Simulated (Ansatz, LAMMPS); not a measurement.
**Relaxing amorphous Si0.7Ge0.3 (120 atoms)**

How does amorphous Si0.7Ge0.3 (120 atoms) relax, and what do bonds, charges and levels look like afterwards?

Calculated with Ansatz 0.2.0; Kohn-Sham DFT, PBE, PAW (set soft_2), plane waves.

## 1. The starting structure

The cell holds 120 atoms: 84 Si and 36 Ge. Its edges and angles: a = 13.770 Å, b = 13.770 Å, c = 13.770 Å, α = 90.0°, β = 90.0°, γ = 90.0°. 120 atoms (84 Si, 36 Ge) placed at random at 3.16 g/cm³, melted at 3500 K for 10 ps at fixed volume with the Tersoff potential (Tersoff, Phys. Rev. B 39, 5566 (1989)). Quenched from 3500 K to 700 K at 1000 K/ps and fixed volume, held 5 ps, then minimised at fixed cell.

Limits known from the start: The quench rate of 1000 K/ps far exceeds what a furnace or splat quench reaches, so expect more defects and frozen-in strain than in a real sample. The network of bonds at the start is that of the classical potential that made the cell. The Brillouin zone is sampled at Γ only, in a cell whose shortest periodic width is 14 Å.

## 2. Single point at the start

A single point comes first, to see the forces before anything moves.

Input file input.yaml:

```yaml
crystal:
  lattice:
    - [13.7704, 0.0, 0.0]
    - [0.0, 13.7704, 0.0]
    - [0.0, 0.0, 13.7704]
  atoms:
    - { symbol: Si, position: [0.25084, 0.74822, 0.40313] }
    - { symbol: Si, position: [0.76922, 0.97583, 0.86586] }
    - { symbol: Si, position: [0.71911, 0.96511, 0.14047] }
    - { symbol: Si, position: [0.84321, 0.07324, 0.2007] }
    [... 110 atom lines left out ...]
    - { symbol: Ge, position: [0.8174, 0.6058, 0.17863] }
    - { symbol: Ge, position: [0.07412, 0.89467, 0.86094] }
    - { symbol: Ge, position: [0.08098, 0.06986, 0.88795] }
    - { symbol: Ge, position: [0.21988, 0.41615, 0.51308] }
    - { symbol: Ge, position: [0.01315, 0.14724, 0.37757] }
    - { symbol: Ge, position: [0.82482, 0.68512, 0.346] }
kpoints:
  mp_grid: { grid: [1, 1, 1] }
hamiltonian:
  xc: pbe
scf:
  occupations: { method: fermi_dirac, width: 0.025 }
output:
  forces: true
  stress: true
  populations: true
  dos:
    method: { smearing: { sigma: 0.1 } }
    de: 0.1
    projected: { site_lists: { Ge: [Ge], Si: [Si] } }
  eigenvalues: true
```

Launch:

```sh
$ ansatz run input.yaml --threads 4 --pin off --max-ram 8192MiB --backend cpu --events-out ev --progress --plain --runs-dir out
```

It took 66 s on 4 threads of Arm Neoverse V1, shared host; peak memory 3.7 GiB.

Numbers from this run:

- free energy: -207983.1485 eV
- free energy per atom: -1733.1929 eV/atom
- SCF cycles: 9
- pressure: -2.066 GPa
- r.m.s. force component: 0.2735 eV/Å
- longest force: 1.033 eV/Å
- Fermi energy: 6.657 eV
- levels partly filled by over 2 per cent: 4
- spilling of the projection: 0.006091

The r.m.s. force component of 0.27 eV/Å and the pressure of -2.1 GPa set the starting point.

Neighbours are counted within 2.88 Å (Si-Si), 2.88 Å (Si-Ge), 2.98 Å (Ge-Ge).

Length of the force by element and coordination:

| element | coordination | atoms | mean length of the force (eV/Å) | spread | least | most |
| --- | --- | --- | --- | --- | --- | --- |
| Ge | all | 36 | 0.403 | 0.180 | 0.0632 | 0.906 |
| Ge | 4 | 25 | 0.41 | 0.158 | 0.174 | 0.906 |
| Ge | 5 | 10 | 0.356 | 0.204 | 0.0632 | 0.806 |
| Ge | 6 | 1 | 0.715 | 0 | 0.715 | 0.715 |
| Si | all | 84 | 0.447 | 0.193 | 0.131 | 1.03 |
| Si | 4 | 51 | 0.425 | 0.182 | 0.131 | 0.952 |
| Si | 5 | 32 | 0.488 | 0.203 | 0.145 | 1.03 |
| Si | 6 | 1 | 0.203 | 0 | 0.203 | 0.203 |

## 3. Relaxation

The atoms are relaxed in the fixed cell, aiming at the force tolerance of the input.

input.yaml, the sections that differ from step 2:

```yaml
output:
  forces: true
relax:
  f_tol: 0.03
  max_steps: 113
# crystal, kpoints, hamiltonian, scf: as in step 2
```

The job ended after 22 min (4 threads; peak memory 3.6 GiB).

Relaxation path (22 of 40):

| step | energy less that of the first step (eV) | largest force component (eV/Å) |
| --- | --- | --- |
| 1 | 0.0000 | 0.9467 |
| 3 | -3.3359 | 0.5601 |
| 5 | -4.3695 | 0.2449 |
| 7 | -5.1141 | 0.2852 |
| 8 | -5.5151 | 0.3374 |
| 10 | -6.2533 | 0.3019 |
| 12 | -6.8962 | 0.3390 |
| 14 | -7.3126 | 0.2239 |
| 16 | -7.5450 | 0.3048 |
| 18 | -7.8443 | 0.2460 |
| 20 | -8.0546 | 0.1495 |
| 21 | -8.1113 | 0.1302 |
| 23 | -8.2112 | 0.1957 |
| 25 | -8.3545 | 0.2097 |
| 27 | -8.4138 | 0.0744 |
| 29 | -8.4506 | 0.1364 |
| 31 | -8.6475 | 0.4280 |
| 33 | -8.9888 | 0.1301 |
| 34 | -9.0511 | 0.2665 |
| 36 | -9.2160 | 0.2081 |
| 38 | -9.2878 | 0.0810 |
| 40 | -9.2994 | 0.0225 |

Relaxation step 39 was tried and not accepted.

The atoms that moved most (Å):

| atom | dx | dy | dz | length |
| --- | --- | --- | --- | --- |
| Ge99 | -0.231 | -0.635 | -1.542 | 1.684 |
| Si39 | -1.399 | -0.063 | -0.286 | 1.430 |
| Ge94 | -1.105 | -0.194 | -0.754 | 1.352 |
| Si71 | 0.739 | -1.024 | 0.413 | 1.329 |
| Ge86 | 0.251 | 1.212 | -0.459 | 1.320 |
| Si67 | -1.175 | 0.164 | -0.568 | 1.315 |
| Si26 | -0.937 | 0.840 | -0.301 | 1.294 |
| Si69 | -0.559 | -0.462 | 1.043 | 1.271 |

The relaxation changed the energy by -77.5 meV/atom, and atoms moved by 0.64 Å r.m.s., 1.7 Å at most.

## 4. Distances and neighbours after relaxation

Bonds before and after, by the cutoffs listed below:

| pair | bonds before | bonds after | mean before (Å) | mean after (Å) | spread before (Å) | spread after (Å) |
| --- | --- | --- | --- | --- | --- | --- |
| Si-Si | 134 | 126 | 2.482 | 2.415 | 0.091 | 0.065 |
| Si-Ge | 102 | 96 | 2.514 | 2.495 | 0.086 | 0.096 |
| Ge-Ge | 27 | 26 | 2.562 | 2.616 | 0.093 | 0.167 |

Density 3.16 g/cm³, 21.76 Å³ an atom.

Pair distribution functions g(r), in bins of 0.1 Å:

| r (Å) | total | Si-Si | Si-Ge | Ge-Ge |
| --- | --- | --- | --- | --- |
| 2.25 | 0.00 | 0.00 | 0.00 | 0.00 |
| 2.35 | 3.31 | 6.13 | 0.73 | 0.00 |
| 2.45 | 5.56 | 5.25 | 6.09 | 4.75 |
| 2.55 | 1.97 | 1.10 | 2.67 | 3.46 |
| 2.65 | 0.41 | 0.25 | 0.49 | 0.93 |
| 2.75 | 0.38 | 0.00 | 0.64 | 1.30 |
| 2.85 | 0.11 | 0.00 | 0.08 | 0.80 |
| 2.95 | 0.20 | 0.00 | 0.31 | 0.74 |
| 3.05 | 0.12 | 0.06 | 0.15 | 0.35 |
| 3.15 | 0.29 | 0.18 | 0.48 | 0.00 |
| 3.25 | 0.46 | 0.39 | 0.52 | 0.60 |
| 3.35 | 0.52 | 0.32 | 0.80 | 0.28 |
| 3.45 | 0.90 | 1.04 | 0.92 | 0.00 |
| 3.55 | 0.96 | 1.17 | 0.65 | 1.26 |
| 3.65 | 1.36 | 1.28 | 1.39 | 1.68 |
| 3.75 | 1.64 | 1.55 | 1.76 | 1.59 |
| 3.85 | 1.56 | 1.75 | 1.54 | 0.65 |
| 3.95 | 1.78 | 1.82 | 1.76 | 1.64 |
| 4.05 | 1.51 | 1.40 | 1.54 | 1.95 |
| 4.15 | 1.44 | 1.34 | 1.40 | 2.23 |
| 4.25 | 1.31 | 1.41 | 1.22 | 1.24 |
| 4.35 | 1.21 | 1.00 | 1.42 | 1.35 |
| 4.45 | 1.03 | 0.95 | 1.21 | 0.65 |
| 4.55 | 1.01 | 1.08 | 0.90 | 1.09 |
| 4.65 | 0.69 | 0.68 | 0.76 | 0.45 |
| 4.75 | 0.82 | 0.94 | 0.64 | 1.00 |
| 4.85 | 0.60 | 0.47 | 0.76 | 0.55 |
| 4.95 | 0.74 | 0.63 | 0.98 | 0.26 |
| 5.05 | 0.74 | 0.88 | 0.62 | 0.51 |
| 5.15 | 0.73 | 0.80 | 0.67 | 0.61 |
| 5.25 | 0.75 | 0.77 | 0.72 | 0.82 |
| 5.35 | 0.92 | 0.68 | 1.18 | 1.02 |
| 5.45 | 0.97 | 1.05 | 0.90 | 0.86 |
| 5.55 | 1.08 | 1.11 | 1.09 | 0.83 |
| 5.65 | 1.06 | 1.20 | 0.86 | 1.21 |
| 5.75 | 1.17 | 1.10 | 1.37 | 0.58 |
| 5.85 | 1.02 | 1.00 | 1.12 | 0.66 |
| 5.95 | 1.06 | 0.95 | 1.20 | 0.99 |
| 6.05 | 1.17 | 1.21 | 1.15 | 1.05 |
| 6.15 | 1.07 | 1.07 | 1.04 | 1.19 |
| 6.25 | 1.03 | 1.01 | 1.11 | 0.74 |
| 6.35 | 1.07 | 1.05 | 1.09 | 1.11 |
| 6.45 | 0.89 | 0.83 | 1.02 | 0.61 |
| 6.55 | 0.89 | 0.88 | 0.93 | 0.75 |

Bonds by pair of elements; cutoffs follow the first minimum of g(r), held within bounds set by covalent radii, and pairs that aren't listed don't count as bonded:

| pair A-B | cutoff (Å) | bonds | mean length (Å) | spread (Å) | shortest (Å) | B about A | A about B |
| --- | --- | --- | --- | --- | --- | --- | --- |
| Si-Si | 2.88 | 126 | 2.42 | 0.065 | 2.30 | 3 | 3 |
| Si-Ge | 2.88 | 96 | 2.50 | 0.096 | 2.36 | 1.14 | 2.67 |
| Ge-Ge | 3.12 | 26 | 2.62 | 0.167 | 2.44 | 1.44 | 1.44 |

How many atoms have how many bonded neighbours:

| element | mean | 3 | 4 | 5 |
| --- | --- | --- | --- | --- |
| Ge | 4.11 | 2 | 28 | 6 |
| Si | 4.14 | 0 | 72 | 12 |

Bond angles, per cent of each kind in bins of 5°:

| angle (°) | Si-Si-Si | Ge-Si-Si | Ge-Ge-Si | Si-Ge-Si | Ge-Si-Ge |
| --- | --- | --- | --- | --- | --- |
| 50–55 | 0.0 | 0.0 | 1.8 | 3.1 | 0.0 |
| 55–60 | 0.7 | 0.9 | 1.8 | 2.1 | 0.0 |
| 60–65 | 0.0 | 2.6 | 0.0 | 0.0 | 0.0 |
| 65–70 | 0.4 | 1.3 | 0.0 | 0.0 | 2.6 |
| 70–75 | 0.4 | 1.7 | 0.9 | 0.0 | 2.6 |
| 75–80 | 1.1 | 1.7 | 4.6 | 0.0 | 0.0 |
| 80–85 | 3.2 | 3.4 | 0.9 | 4.2 | 0.0 |
| 85–90 | 3.2 | 6.4 | 3.7 | 12.5 | 7.9 |
| 90–95 | 8.9 | 6.8 | 7.4 | 4.2 | 13.2 |
| 95–100 | 10.4 | 11.1 | 9.3 | 10.4 | 7.9 |
| 100–105 | 13.9 | 12.8 | 10.2 | 11.5 | 13.2 |
| 105–110 | 13.9 | 11.1 | 9.3 | 11.5 | 7.9 |
| 110–115 | 11.4 | 9.0 | 13.0 | 16.7 | 13.2 |
| 115–120 | 11.4 | 10.7 | 10.2 | 8.3 | 13.2 |
| 120–125 | 7.5 | 7.3 | 4.6 | 7.3 | 7.9 |
| 125–130 | 4.3 | 3.0 | 11.1 | 3.1 | 2.6 |
| 130–135 | 3.9 | 3.0 | 2.8 | 2.1 | 2.6 |
| 135–140 | 2.9 | 3.4 | 1.8 | 1.0 | 5.3 |
| 140–145 | 1.1 | 1.3 | 1.8 | 1.0 | 0.0 |
| 145–150 | 1.1 | 0.4 | 1.8 | 0.0 | 0.0 |
| 150–155 | 0.0 | 0.4 | 0.9 | 1.0 | 0.0 |
| 155–160 | 0.4 | 1.3 | 0.9 | 0.0 | 0.0 |
| 160–165 | 0.0 | 0.0 | 0.0 | 0.0 | 0.0 |
| 165–170 | 0.0 | 0.0 | 0.0 | 0.0 | 0.0 |
| 170–175 | 0.0 | 0.4 | 0.9 | 0.0 | 0.0 |

Bond angles (no mean is given where the spread exceeds 20°):

| angle | count | mean (°) | spread (°) |
| --- | --- | --- | --- |
| Si-Si-Si | 280 | 109 | 15.5 |
| Ge-Si-Si | 234 | 106 | 19.4 |
| Ge-Ge-Si | 108 | - | - |
| Si-Ge-Si | 96 | 104 | 18.3 |
| Ge-Si-Ge | 38 | 107 | 16 |

Bond length by coordination (bonds to H left out):

| element | coordination | atoms | mean bond length (Å) |
| --- | --- | --- | --- |
| Ge | 3 | 2 | 2.54 |
| Ge | 4 | 28 | 2.52 |
| Ge | 5 | 6 | 2.62 |
| Si | 4 | 72 | 2.42 |
| Si | 5 | 12 | 2.52 |

Rings of the network by King's shortest-path rule, up to 12 atoms, one path for each pair of neighbours; H, halogens, alkali and alkaline-earth atoms are left out, and the last column divides by all other atoms, bonded or not:

| ring size (atoms) | rings | per network atom |
| --- | --- | --- |
| 3 | 9 | 0.075 |
| 4 | 19 | 0.158 |
| 5 | 64 | 0.533 |
| 6 | 95 | 0.792 |
| 7 | 62 | 0.517 |
| 8 | 17 | 0.142 |
| 9 | 1 | 0.008 |

First main peaks of g(r), for some of the pairs, lie near 2.4 Å (Si-Si), 2.5 Å (Si-Ge) and 2.5 Å (Ge-Ge). Counting bonds as in the table, 78 % of Ge atoms have 4 and 86 % of Si atoms have 4 bonded neighbours. The Si-Si-Si angle averages 109° with a spread of 16°. Rings of 6 atoms are the most common (36 % of those counted); sizes run from 3 to 9.

## 5. Single point at the relaxed geometry

The electronic structure is read at the final geometry, in a run of its own.

Input file input.yaml:

```yaml
crystal:
  lattice:
    - [13.7704, 0.0, 0.0]
    - [0.0, 13.7704, 0.0]
    - [0.0, 0.0, 13.7704]
  atoms:
    - { symbol: Si, position: [0.23705, 0.75911, 0.4039] }
    - { symbol: Si, position: [0.72979, 0.91534, 0.88368] }
    - { symbol: Si, position: [0.71702, 0.95031, 0.1457] }
    - { symbol: Si, position: [0.83717, 0.06694, 0.20341] }
    [... 110 atom lines left out ...]
    - { symbol: Ge, position: [0.8275, 0.60532, 0.16898] }
    - { symbol: Ge, position: [0.04175, 0.92711, 0.88337] }
    - { symbol: Ge, position: [0.06012, 0.10361, 0.87847] }
    - { symbol: Ge, position: [0.227, 0.43216, 0.51753] }
    - { symbol: Ge, position: [0.04535, 0.15633, 0.34869] }
    - { symbol: Ge, position: [0.84843, 0.68593, 0.33869] }
kpoints:
  mp_grid: { grid: [1, 1, 1] }
hamiltonian:
  xc: pbe
scf:
  occupations: { method: fermi_dirac, width: 0.025 }
output:
  forces: true
  stress: true
  populations: intrinsic
  dos:
    method: { smearing: { sigma: 0.1 } }
    de: 0.1
    projected: { site_lists: { Ge: [Ge], Si: [Si] } }
  eigenvalues: true
  write_density: true
  write_potential: true
  volumetric_format: npy
  elf: true
```

The job ended after 86 s (4 threads; peak memory 3.7 GiB).

Read from the output:

- free energy: -207992.4479 eV
- free energy per atom: -1733.2704 eV/atom
- SCF cycles: 10
- pressure: -1.207 GPa
- r.m.s. force component: 0.00546 eV/Å
- longest force: 0.02344 eV/Å
- Fermi energy: 6.6 eV
- spacing of highest filled and lowest empty level: 0.1686 eV
- levels partly filled by over 2 per cent: 2

Intrinsic-atomic-orbital charges by element and coordination:

| element | coordination | atoms | mean charge (e) | spread | least | most |
| --- | --- | --- | --- | --- | --- | --- |
| Ge | all | 36 | -0.0503 | 0.0432 | -0.169 | 0.0281 |
| Ge | 3 | 2 | -0.101 | 0.0275 | -0.129 | -0.0737 |
| Ge | 4 | 28 | -0.0561 | 0.0385 | -0.169 | 0.0281 |
| Ge | 5 | 6 | -0.0063 | 0.0327 | -0.0715 | 0.0234 |
| Si | all | 84 | 0.0216 | 0.0282 | -0.0522 | 0.0918 |
| Si | 4 | 72 | 0.018 | 0.0239 | -0.0522 | 0.0742 |
| Si | 5 | 12 | 0.0428 | 0.0403 | -0.0494 | 0.0918 |

States in the cell by windows of 1 eV, zero at the Fermi level; the larger projections on atomic orbitals stand beside the total:

| from (eV) | to (eV) | total | Si p | Ge p | Si s | Ge s |
| --- | --- | --- | --- | --- | --- | --- |
| -14 | -13 | 0.0 | 0.0 | 0.0 | 0.0 | 0.0 |
| -13 | -12 | 2.4 | 0.2 | 0.1 | 1.4 | 0.8 |
| -12 | -11 | 23.3 | 4.3 | 1.9 | 10.9 | 6.1 |
| -11 | -10 | 26.8 | 5.8 | 2.3 | 11.9 | 6.6 |
| -10 | -9 | 37.7 | 8.9 | 3.2 | 15.9 | 9.5 |
| -9 | -8 | 35.3 | 9.4 | 3.5 | 15.4 | 6.8 |
| -8 | -7 | 29.8 | 9.2 | 3.3 | 11.6 | 5.4 |
| -7 | -6 | 29.6 | 10.2 | 3.5 | 10.6 | 5.1 |
| -6 | -5 | 34.6 | 15.0 | 5.1 | 10.6 | 3.6 |
| -5 | -4 | 33.7 | 19.2 | 6.9 | 5.6 | 1.8 |
| -4 | -3 | 60.3 | 38.7 | 15.1 | 4.2 | 1.7 |
| -3 | -2 | 67.5 | 44.0 | 17.4 | 3.6 | 1.7 |
| -2 | -1 | 64.7 | 40.1 | 19.0 | 3.0 | 1.5 |
| -1 | 0 | 34.3 | 18.9 | 10.8 | 2.2 | 1.5 |
| 0 | 1 | 34.6 | 15.5 | 8.7 | 5.4 | 2.7 |
| 1 | 2 | 59.9 | 27.7 | 12.5 | 9.9 | 3.7 |
| 2 | 3 | 73.2 | 34.8 | 15.2 | 9.4 | 3.2 |

Between -25 and -14 eV lie 360 more states.

The levels nearest the highest filled one (over half full), pooled over k-points and spins:

| level less the highest filled one (eV) | occupation |
| --- | --- |
| -0.360 | 2 |
| -0.314 | 2 |
| -0.217 | 2 |
| -0.169 | 2 |
| -0.0916 | 2.00 |
| 0 | 1.93 |
| 0.169 | 0.067 |
| 0.291 | 0.001 |
| 0.352 | 0 |
| 0.413 | 0 |
| 0.519 | 0 |
| 0.556 | 0 |

Mean intrinsic-atomic-orbital charges: Ge -0.05, Si +0.02 e. Charges this small depend on the projection, at times even in sign. Within 0.4 eV of the Fermi level the largest share is Si p (51 % of the projected weight).

## 6. Results

| Property | Result |
| --- | --- |
| energy change in the relaxation | -77.5 meV/atom |
| r.m.s. displacement | 0.642 Å |
| largest displacement | 1.684 Å |
| free energy per atom | -1733.2704 eV/atom |
| pressure | -1.207 GPa |
| r.m.s. force component | 0.00546 eV/Å |
| spacing of highest filled and lowest empty level | 0.1686 eV |
| wall time of the 3 DFT runs | 24 min |

Relaxation lowers the energy by 77.5 meV/atom and moves atoms by 0.64 Å r.m.s.; the r.m.s. force component goes from 0.27 to 0.0055 eV/Å, the pressure goes from -2.1 to -1.2 GPa. By the final cutoffs 32 of 263 bonded pairs parted and 17 joined. From the first step to the last the energy fell by 9.299 eV, and the largest move was 1.68 Å (Ge99). The Si-Si bonds change most in mean length: from 2.482 Å (spread 0.091) to 2.415 Å (spread 0.065), and their number from 134 to 126. Counting bonds as in the table, 78 % of Ge atoms have 4 and 86 % of Si atoms have 4 bonded neighbours. The highest filled and lowest empty levels lie 0.169 eV apart (at Γ alone), but 2 levels are partly filled, by over 2 %, under the smearing.

**Limits.** The starting topology of bonds comes from the classical model; in DFT 32 of its 263 bonded pairs passed out of the cutoffs and 17 came within them.

[Logs are printed without paths, hosts, clocks, repeated set-up lines and the standing remarks that a program may print on its own settings, such as how far it seeks lower states.]

[Hosts, paths, dates, database ids (printed as entryN), source tags and the programs' standing remarks are cut or masked in the printed files.]
